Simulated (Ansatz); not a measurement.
# Cr2NF2 MXene monolayer in a perpendicular field

What dipole does a perpendicular field induce in the Cr2NF2 MXene monolayer? A positive field points along +c.

Program: Ansatz 0.2.0. Level of theory: plane-wave DFT, PBE-D3(BJ), Ansatz PAW. Results are calculated unless marked as measured.

Report form: the programs' logs are mostly left out.

In doubt: warnings of the run leave room for a lower electronic state (step 2), so energies may not be the lowest and differences between runs may mislead.

## (1) Set-up

The cell holds 5 atoms: 2 F, 2 Cr and 1 N. Its edges and angles: a = 2.764 Å, b = 2.764 Å, c = 38.835 Å, α = 90.0°, β = 90.0°, γ = 120.0°. Vacuum lies along c.

## (2) Relaxing the slab

The starting cell is a guess, so the in-plane lattice and the atoms are relaxed first, with the slab cut off from its images along the normal.

The input, input.yaml:

```yaml
crystal:
  lattice:
    - [2.764476, 0.0, 0.0]
    - [-1.382238, 2.3941064442, 0.0]
    - [0.0, 0.0, 38.8349721284]
  atoms:
    - { symbol: F, position: [0.3333333333, 0.6666666667, 0.4493372608] }
    - { symbol: Cr, position: [0.6666666667, 0.3333333333, 0.4719122091], spin: 2.0 }
    - { symbol: "N", position: [0.0, 0.0, 0.5] }
    - { symbol: Cr, position: [0.3333333333, 0.6666666667, 0.5280877909], spin: 2.0 }
    - { symbol: F, position: [0.6666666667, 0.3333333333, 0.5506627392] }
  periodic: [true, true, false]
magnetization:
  spin_polarized: true
kpoints:
  mp_grid: { grid: [12, 12, 1] }
hamiltonian:
  xc: pbe
  dispersion: d3bj
scf:
  occupations: { method: fermi_dirac, width: 0.05 }
  convergence: { dr2_threshold: 1.0e-09 }
relax:
  f_tol: 0.004
  max_steps: 90
  cell: {}
output:
  write_potential: true
  write_density: true
  volumetric_format: npy
```

Command:

```sh
$ ansatz run input.yaml --threads 2 --pin off --max-ram 3072MiB --backend cpu --events-out ev --progress --plain --runs-dir out
```

Wall time 6.1 min (2 threads of Intel Xeon at 2.50GHz (Skylake/Cascade Lake), shared host); peak memory 0.75 GiB.

Relaxation path:

```tsv
step	energy less that of the first step (eV)	largest force component (eV/Å)	volume (Å³)
1	0.0000	6.4649	257.03
2	-2.1244	3.5616	273.83
3	-3.1329	0.8807	281.27
4	-3.2293	0.5460	290.55
5	-3.2613	0.0543	292.40
6	-3.2612	0.0258	293.39
7	-3.2613	0.0020	293.22
8*	-3.3448	0.0066	293.22
9	-3.3520	0.0161	298.94
10	-3.3512	0.0073	300.20
11	-3.3512	0.0004	300.14
12*	-3.3576	0.0001	300.14
13	-3.3575	0.0005	300.33
14*	-3.3576	0.0005	300.33
```

Relaxation steps marked * repeat the geometry before them on a plane-wave basis chosen anew for their cell, so energy and pressure can jump there.

Forces are held to the 12 operations that the run works with; a distortion that breaks them can't arise in this run.

```tsv
cell as run	before	after	change
a (Å)	2.764	2.988	+8.1 %
b (Å)	2.764	2.988	+8.1 %
```

The atoms that moved most (Å, along periodic axes as changes of fractional coordinates times the final cell, across vacuum about the mean position):

```tsv
atom	dx	dy	dz	length
F1	0.000	0.000	-0.343	0.343
F5	0.000	0.000	0.343	0.343
Cr4	0.000	0.000	0.038	0.038
Cr2	0.000	0.000	-0.038	0.038
```

Final coordinates:

```xyz
5
Lattice="2.9883 0.0000 0.0000 -1.4941 2.5879 0.0000 0.0000 0.0000 38.8350" Properties=species:S:1:pos:R:3
F     0.0000    1.7253   17.1071
Cr    1.4941    0.8626   18.2889
N     0.0000    0.0000   19.4175
Cr    0.0000    1.7253   20.5461
F     1.4941    0.8626   21.7279
```

Numbers from this step:

| Quantity | Value |
| --- | --- |
| energy at zero smearing | -8758.3822 eV |
| total moment | 6.015 μB |
| site moments | 0.05909, 2.511, -0.07309, 2.511, 0.05909 μB |

Site moment by atom:

```tsv
atom	site moment (μB)
F1	0.06
Cr2	2.51
N3	-0.07
Cr4	2.51
F5	0.06
```

The lattice constant a goes from 2.764 to 2.988 Å.

## (3) Single point, field 0

A sawtooth potential applies the field, turning back in the middle of the vacuum. With the dipole correction the typed value is the field outside the slab. The induced dipole is small, so the SCF threshold is tight.

The cell differs from the one that the last finished run ended in (c 38.835 → 22.621 Å).

The input, input.yaml:

```yaml
crystal:
  lattice:
    - [2.9882799615, 0.0, 0.0]
    - [-1.4941399808, 2.5879263603, 0.0]
    - [0.0, 0.0, 22.620844616]
  atoms:
    - { symbol: F, position: [0.3333333333, 0.6666666667, 0.3978631281], spin: 0.06 }
    - { symbol: Cr, position: [0.6666666667, 0.3333333333, 0.4501076934], spin: 2.51 }
    - { symbol: "N", position: [0.0, 0.0, 0.5], spin: -0.07 }
    - { symbol: Cr, position: [0.3333333333, 0.6666666667, 0.5498923066], spin: 2.51 }
    - { symbol: F, position: [0.6666666667, 0.3333333333, 0.6021368719], spin: 0.06 }
magnetization:
  spin_polarized: true
kpoints:
  mp_grid: { grid: [18, 18, 1] }
  band_path:
    path: [[0, 0, 0], [0.5, 0, 0], [0.33333333, 0.33333333, 0], [0, 0, 0]]
    npoints: 16
hamiltonian:
  xc: pbe
  dispersion: d3bj
scf:
  occupations: { method: fermi_dirac, width: 0.02585 }
  convergence: { dr2_threshold: 1.0e-10 }
efield:
  axis: 3
  dipole_correction: true
  ramp_position: 0.97
  ramp_width: 0.06
  amplitude: 0
output:
  dos: { projected: true, e_range: [-6, 5] }
  write_potential: true
  write_density: true
  volumetric_format: npy
  elf: true
```

The job ended after 2.1 min (2 threads; peak memory 0.73 GiB; 4 min of CPU time).

Numbers from this step:

* energy at zero smearing: -8758.3840 eV
* total moment: 6.006 μB
* site moments: 0.05890, 2.507, -0.07302, 2.507, 0.05890 μB
* work function, upper face: 5.195 eV
* dipole along the normal: 1.78e-7 e·Å

Running mean over a fixed 2.7 Å (it still follows the layers) of the planar mean; the ramp of the sawtooth is left out. The electron's electrostatic potential energy less the Fermi level by z:

z (Å), electron's electrostatic potential energy less the Fermi level (eV) and a bar from the least value:
```
      3.0        5.2 ##############################
      3.5        5.2 ##############################
      4.0        5.2 ##############################
      4.5        5.2 ##############################
      5.0        5.2 ##############################
      5.5        5.2 ##############################
      6.0        5.2 ##############################
      6.5        5.2 ##############################
      7.0        5.0 ##############################
      7.5        3.9 ############################
      8.0        1.7 ########################
      8.5       -0.9 ###################
      9.0       -4.2 #############
      9.5       -7.2 #######
     10.0       -9.4 ###
     10.5      -10.3 #
     11.0      -10.9 
     11.5      -11.1 
     12.0      -10.4 #
     12.5       -9.7 ###
     13.0       -7.8 ######
     13.5       -5.0 ###########
     14.0       -1.7 #################
     14.5        1.2 #######################
     15.0        3.4 ###########################
     15.5        4.9 #############################
     16.0        5.2 ##############################
     16.5        5.2 ##############################
     17.0        5.2 ##############################
     17.5        5.2 ##############################
     18.0        5.2 ##############################
     18.5        5.2 ##############################
     19.0        5.2 ##############################
     19.5        5.2 ##############################
```

The density of states has structure finer than the step of the table below, so its rows give means over 0.2 eV, whole bins alone (the curve runs from -6 to 1.99 eV). Peaks (eV: height): total -4.73: 6.48, -1.04: 8.91, -0.65: 17.6, -0.54: 11.7, 0.15: 3.38, 1.53: 6.87, 1.94: 10.0; up -5.09: 3.74, -2.25: 2.97, -1.04: 8.91, -0.65: 17.1, -0.54: 11.2, 0.15: 2.59, 1.11: 2.97; down -5.64: 2.88, -4.73: 5.17, -4.40: 3.68, 0.70: 2.03, 1.53: 4.69, 1.83: 6.02, 1.94: 8.80.

Density of states against energy, zero at the Fermi level; means over each step; values in states/eV a cell:

```tsv
energy (eV)	total	up	down
-5.8	2.14	1.72	0.413
-5.6	3.31	1.15	2.16
-5.4	2.88	1.59	1.29
-5.2	3.40	2.43	0.973
-5.0	3.50	2.55	0.960
-4.8	4.71	1.33	3.38
-4.6	3.64	0.892	2.74
-4.4	2.31	0.326	1.98
-4.2	0.735	0.102	0.633
-4.0	0.460	0	0.460
-3.8	0.0561	0	0.0561
-3.6	0	0	0
-3.4	0	0	0
-3.2	0.270	0.270	0
-3.0	0.588	0.588	0
-2.8	0.695	0.695	0
-2.6	0.815	0.815	0
-2.4	1.11	1.11	0
-2.2	1.38	1.38	0
-2.0	1.05	1.05	0
-1.8	1.22	1.22	0
-1.6	1.17	1.17	0
-1.4	1.46	1.46	0
-1.2	2.36	2.36	0
-1.0	4.70	4.70	0
-0.8	3.08	2.77	0.313
-0.6	8.76	8.24	0.519
-0.4	2.07	1.50	0.570
-0.2	2.12	1.49	0.626
0.0	2.11	1.41	0.703
0.2	2.52	1.54	0.984
0.4	1.50	0.771	0.728
0.6	1.27	0.567	0.704
0.8	1.67	0.438	1.23
1.0	2.59	1.52	1.07
1.2	2.79	1.75	1.04
1.4	2.31	1.34	0.973
1.6	4.76	1.75	3.01
1.8	5.30	1.25	4.05
```

Projected DOS per atom over height of the atomic layer and energy from the Fermi level. Layers: F Cr N Cr F from below.

Ten even steps from '_' (0.00 states/eV) to '@' (2.81 states/eV), each cell a mean:
```
__@@..@@__
__==..==__
__--..--__
__::__::__
__::__::__
__--__--__
__==__==__
__@@__@@__
__**__**__
__::__::__
__..__..__
__::__::__
__..__..__
__________
__________
__________
__________
____--____
....%%....
....**....
....++....
....--....
```
Columns: height of the atomic layer (Å) from 9 to 13.6; rows upwards: energy from the Fermi level (eV) from -5.96 to 1.96.

Projected DOS per atom, spin up over height of the atomic layer and energy from the Fermi level. Layers: F Cr N Cr F from below.

Ten even steps from '0' (0.00 states/eV) to '9' (2.59 states/eV), each cell a mean:
```
01110
01110
02120
00000
01010
02020
03030
09190
06060
02020
01010
02020
01010
01010
00000
00000
00000
00000
00100
11411
00200
10201
```
Columns: height of the atomic layer (Å) from 9 to 13.6; rows upwards: energy from the Fermi level (eV) from -5.96 to 1.96.

Projected DOS per atom, spin down over height of the atomic layer and energy from the Fermi level. Layers: F Cr N Cr F from below.

Ten even steps from '0' (0.00 states/eV) to '9' (2.36 states/eV), each cell a mean:
```
09090
03030
02020
02020
01010
01010
01010
00000
00000
00000
00000
00000
00000
00000
00000
00000
00100
00300
01710
00200
10301
00100
```
Columns: height of the atomic layer (Å) from 9 to 13.6; rows upwards: energy from the Fermi level (eV) from -5.96 to 1.96.

Deep bands are left out, so band numbers here count from the lowest band kept and differ from the log's. The electronic bands at the labelled points (eV, zero at the Fermi level; # counts the bands kept):

```tsv
point	up #14	up #15	up #16	up #17	down #10	down #11	down #12	down #13
Γ	-1.10	-0.37	-0.35	-0.35	0.65	0.65	0.92	1.54
halfway	-0.78	-0.56	-0.13	0.59	-0.17	1.38	1.41	1.75
M	-0.64	-0.39	0.15	0.96	-0.85	1.81	2.08	2.20
halfway	-0.66	-0.50	0.39	1.03	-0.10	1.77	1.86	1.99
K	-0.72	-0.53	1.02	1.02	1.13	1.27	1.27	2.30
halfway	-0.74	-0.55	-0.17	0.91	0.33	0.57	1.74	1.99
Γ	-1.10	-0.37	-0.35	-0.35	0.65	0.65	0.92	1.54
```

Spin density in the ca plane at fractional y = 0.333, with atoms of Cr and F within 0.2 Å of it.

Ten even steps from '0' (0.0 e/Å³) to '9' (3.6 e/Å³), each cell a mean:
```
00000000000000000000000110000000000000000000
00000000000000000000002562000000000000000000
00000000000000000000003994000000000000000000
00000000000000000000001442000000000000000000
00000000000000000000000110000000000000000000
00000000000000000000000000000000000000000000
00000000000000000000000000000000000000000000
00000000000000000000000000000000000000000000
```
Columns run along c (16.0 Å, from fractional 0.07 to 0.78 of the cell), rows up along a (3.0 Å). Atoms in or near the plane, at fractional coordinates: Cr at (0.45, 0.67), F at (0.60, 0.67).

ELF in the ca plane at fractional y = 0.333, with atoms of Cr and F within 0.2 Å of it. It is the smooth field of the valence electrons, not physical close to the nuclei.

Ten even steps from '0' (0.00) to '9' (0.92), each cell a mean:
```
00000000000000000001111442232112687631000000
00000000000000000000015896211115878852000000
00000000000000000000037998311026758862000000
00000000000000000000015885211115888852000000
00000000000000000001211332232111577520000000
00000000000000000024541113563111121100000000
00000000000000000135652114773122000000000000
00000000000000000024531112563111122100000000
```
Columns run along c (16.0 Å, from fractional 0.07 to 0.78 of the cell), rows up along a (3.0 Å). Atoms in or near the plane, at fractional coordinates: Cr at (0.45, 0.67), F at (0.60, 0.67).

ELF of down spins in the ca plane at fractional y = 0.333, with atoms of Cr and F within 0.2 Å of it. It is the smooth field of the valence electrons, not physical close to the nuclei.

Values, 5 rows by 16 columns, each cell a mean:
```
0.00 0.00 0.00 0.00 0.00 0.04 0.12 0.51 0.26 0.17 0.51 0.71 0.17 0.00 0.00 0.00
0.00 0.00 0.00 0.00 0.00 0.00 0.10 0.89 0.36 0.14 0.62 0.72 0.27 0.01 0.00 0.00
0.00 0.00 0.00 0.00 0.00 0.04 0.12 0.51 0.26 0.17 0.51 0.71 0.17 0.00 0.00 0.00
0.00 0.00 0.00 0.00 0.01 0.20 0.51 0.13 0.57 0.23 0.09 0.16 0.02 0.00 0.00 0.00
0.00 0.00 0.00 0.00 0.01 0.20 0.51 0.13 0.57 0.24 0.09 0.16 0.02 0.00 0.00 0.00
```
Columns run along c (16.0 Å, from fractional 0.12 to 0.83 of the cell), rows up along a (3.0 Å). Atoms in or near the plane, at fractional coordinates: Cr at (0.45, 0.67), F at (0.60, 0.67).

The work function of the upper face is 5.19 eV.

## (4) Atoms held, field 0.1 V/Å

input.yaml, as its differences from that of step 3:

```diff
@@ -27,7 +27,6 @@
   dipole_correction: true
-  ramp_position: 0.97
-  ramp_width: 0.06
-  amplitude: 0
+  ramp_position: 0.9337
+  ramp_width: 0.1326
+  amplitude: 0.1
 output:
-  dos: { projected: true, e_range: [-6, 5] }
   write_potential: true
@@ -35,2 +34 @@
   volumetric_format: npy
-  elf: true
```

It took 2.1 min on 2 threads; peak memory 0.72 GiB; 4 min of CPU time.

The dipole is 0.0212 e·Å.

## (5) Atoms held, field -0.1 V/Å

input.yaml, as its differences from that of step 4:

```diff
@@ -29,3 +29,3 @@
   ramp_width: 0.1326
-  amplitude: 0.1
+  amplitude: -0.1
 output:
```

Elapsed: 2.1 min, on 2 threads; peak memory 0.73 GiB; 4 min of CPU time.

The dipole is -0.0212 e·Å.

## (6) Response, atoms held

This step: plane-wave DFT, PBE-D3(BJ), Ansatz PAW; response to a field along the normal, atoms held (Ansatz 0.2.0).

The dipoles give the slope, and the difference of two potentials shows where the field is screened.

This step gave:

- equivalent conductor thickness p/(ε₀AE): 4.955 Å
- distance between the outer atoms: 4.621 Å

Dipole of the cell against applied field:

```tsv
applied field (V/Å)	dipole of the cell (e·Å)
-0.1000	-0.0212
0.0000	1.8e-7
0.1000	0.0212
```

The total moment stays at 6.01 μB for applied field from -0.1 to 0.1 V/Å.

Local field over the applied field, running mean. From the potentials at -0.1 and 0.1 V/Å; running mean over 2.5 Å. Local field over applied field against z:

z (Å), local field over applied field and a bar:
```
      4.5      1.000 ##############################
      5.0      1.000 ##############################
      5.5      0.999 ##############################
      6.0      0.996 ##############################
      6.5      0.985 ##############################
      7.0      0.949 ############################
      7.5      0.863 ##########################
      8.0      0.734 #####################
      8.5      0.582 #################
      9.0      0.426 ############
      9.5      0.278 #######
     10.0      0.170 ###
     10.5      0.105 #
     11.0      0.072 
     11.5      0.069 
     12.0      0.094 #
     12.5      0.152 ###
     13.0      0.247 ######
     13.5      0.389 ##########
     14.0      0.544 ###############
     14.5      0.698 ####################
     15.0      0.835 #########################
     15.5      0.933 ############################
     16.0      0.980 #############################
     16.5      0.994 ##############################
     17.0      0.998 ##############################
     17.5      1.000 ##############################
     18.0      1.000 ##############################
     18.5      1.000 ##############################
```

The induced electron density oscillates, so the rows of the table below give means over windows of 0.5 Å about each position, cut where the curve ends. Its maxima inside the range that stand out by 2 % of the span (Å: e/Å³ per V/Å): 8.48: 0.00345, 9.19: 0.00213, 10.60: 0.00114, 11.45: 2.1e-4, 13.01: -2.3e-4, 13.71: -0.00159. Its minima: 8.91: 0.00159, 9.61: 2.3e-4, 11.17: -2.1e-4, 12.02: -0.00114, 13.43: -0.00213, 14.14: -0.00345.

Electrons, planar mean, per unit field. Table of induced electron density by z; means over each step:

z (Å), induced electron density (e/Å³ per V/Å) and a bar from the least value:
```
      4.5    0.00000 ##############
      5.0    0.00000 ##############
      5.5    0.00000 ##############
      6.0    0.00002 ##############
      6.5    0.00006 ##############
      7.0    0.00022 ###############
      7.5    0.00075 ##################
      8.0    0.00215 #########################
      8.5    0.00303 ##############################
      9.0    0.00189 ########################
      9.5    0.00073 ##################
     10.0    0.00079 ##################
     10.5    0.00101 ###################
     11.0    0.00012 ###############
     11.5    0.00001 ##############
     12.0   -0.00092 #########
     12.5   -0.00086 ##########
     13.0   -0.00053 ###########
     13.5   -0.00180 #####
     14.0   -0.00269 
     14.5   -0.00257 #
     15.0   -0.00100 #########
     15.5   -0.00030 #############
     16.0   -0.00008 ##############
     16.5   -0.00002 ##############
     17.0   -0.00001 ##############
     17.5    0.00000 ##############
     18.0    0.00000 ##############
     18.5    0.00000 ##############
```

By hand: between -0.1 and 0.1 V/Å the dipole changes by 0.04235 e·Å, a slope of 0.2118 e·Å²/V. A perfect conductor of thickness t has p = ε₀AEt, so t = 180.95 × 0.2118 / 7.733 = 4.95 Å (e/ε₀ = 180.95 V·Å, A in Å²).

The induced dipole is that of a conductor 4.95 Å thick.

## (7) Outcome

| Property | Result |
| --- | --- |
| gap without field | none |
| work function, upper face | 5.19 eV |
| equivalent conductor thickness, atoms held | 4.95 Å |

**Reading.** The induced dipole equals that of a perfect conductor 4.95 Å thick, while the outer atoms lie 4.62 Å apart. There is no gap over 0.03 eV, with or without the field. For an open d or f shell that can be the fault of a semilocal functional without a Hubbard term. The program found another magnetic order that lies lower in at least one run, so the order shown is not the ground state. The program flags that a lower electronic or magnetic state may exist in some of these runs, so differences between them are in doubt. The MXene's terminations sit over the metal atoms of its far layer; the site over carbon or nitrogen, which some compounds prefer, was not run.

[Logs are printed without paths, hosts, clocks, repeated set-up lines and the standing remarks that a program may print on its own settings, such as how far it seeks lower states.]

[Hosts, paths, dates, database ids (printed as entryN), source tags and the programs' standing remarks are cut or masked in the printed files.]

[Maps of the electrostatic potential energy from Ansatz leave out the sawtooth potential of an applied field or a dipole correction, so their vacuum need not be flat; planar profiles and work functions include it.]

[The density of states shown here was stored with 400 of the rows of the run's finer table, so its peaks can read low, often by over a quarter, or be missed, and its means over a window can be off by a tenth or more.]
